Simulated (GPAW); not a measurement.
The Li K edge of atom 2 in Li3Pb (I4/mmm), with 8 Li at 2.87 Å, 4 Pb at 3.30 Å and 2 Pb at 3.34 Å (cube and octahedron, as in bcc, site symmetry 4/mmm), was computed in 2 ways: excited-electron core hole (neutral cell) and no core hole. Program and functional: GPAW, LDA, without spin-orbit coupling, Gaussian full width 0.9 eV up to 4 eV, rising linearly to 3.5 eV at 25 eV; cells of 4 and 16 atoms (the run without a hole in the smaller).

Each run is counted from its own lowest empty level or Fermi level and scaled to a mean of 1 over its first 20 eV.

```csv
E (eV),run 1,run 2
-2.0,0.00,0.00
-1.4,0.00,0.00
-0.8,0.01,0.01
-0.2,0.05,0.14
0.4,0.08,0.48
1.0,0.07,1.07
1.6,0.21,1.93
2.2,0.89,1.45
2.8,1.23,1.27
3.4,0.96,1.18
4.0,0.99,1.36
4.6,0.80,1.96
5.2,0.73,1.45
5.8,1.14,0.94
6.4,1.34,0.89
7.0,1.00,0.87
7.6,0.90,0.76
8.2,0.93,0.81
8.8,0.86,0.99
9.4,0.86,1.34
10.0,0.97,1.63
10.6,1.32,1.61
11.2,1.81,1.34
11.8,2.01,0.99
12.4,1.79,0.71
13.0,1.46,0.58
13.6,1.23,0.55
14.2,1.06,0.53
14.8,0.90,0.50
15.4,0.79,0.50
16.0,0.76,0.59
16.6,0.80,0.72
17.2,0.89,0.84
17.8,0.99,0.89
18.4,1.08,0.87
19.0,1.12,0.80
19.6,1.10,0.72
20.2,1.05,0.68
20.8,1.02,0.65
21.4,1.00,0.62
22.0,1.00,0.58
22.6,0.97,0.52
23.2,0.90,0.46
23.8,0.80,0.40
24.4,0.69,0.36
25.0,0.58,0.33
25.6,0.49,0.33
26.2,0.43,0.35
26.8,0.40,0.38
27.4,0.40,0.41
28.0,0.43,0.45
28.6,0.46,0.49
29.2,0.50,0.50
29.8,0.52,0.50
```

Which run is which?

Run 1: no core hole (area from −2 to 6 eV 4.2, main maxima 2.6 eV (1.28), 6.3 eV (1.36), 11.8 eV (2.01) and 19.1 eV (1.12)). Run 2: excited-electron core hole (neutral cell) (area from −2 to 6 eV 7.8, main maxima 1.7 eV (1.93), 3.0 eV (1.32), 4.6 eV (1.96) and 10.3 eV (1.66)). With each curve scaled to its own mean, the area from −2 to 6 eV with the hole is 7.8 against 4.2, and the centre of weight from −1 to 20 eV moves by -2.1 eV: the hole pulls the absorber's empty states down.

[Banner, clock and machine lines of the logs are left out without a mark of their own.]

[Logs are printed without paths, hosts, clocks, repeated set-up lines and the standing remarks that a program may print on its own settings, such as how far it seeks lower states.]

[Hosts, paths, dates, database ids (printed as entryN), source tags and the programs' standing remarks are cut or masked in the printed files.]

[Lists of maxima count a maximum above −3 eV only where it reaches 4 % of the highest in the window and stands out from its surroundings by 2 % of it (1.5 % where it reaches 55 %); shoulders and weaker maxima are passed over, and of the rest the first, up to two pre-edge ones and the few strongest are named.]
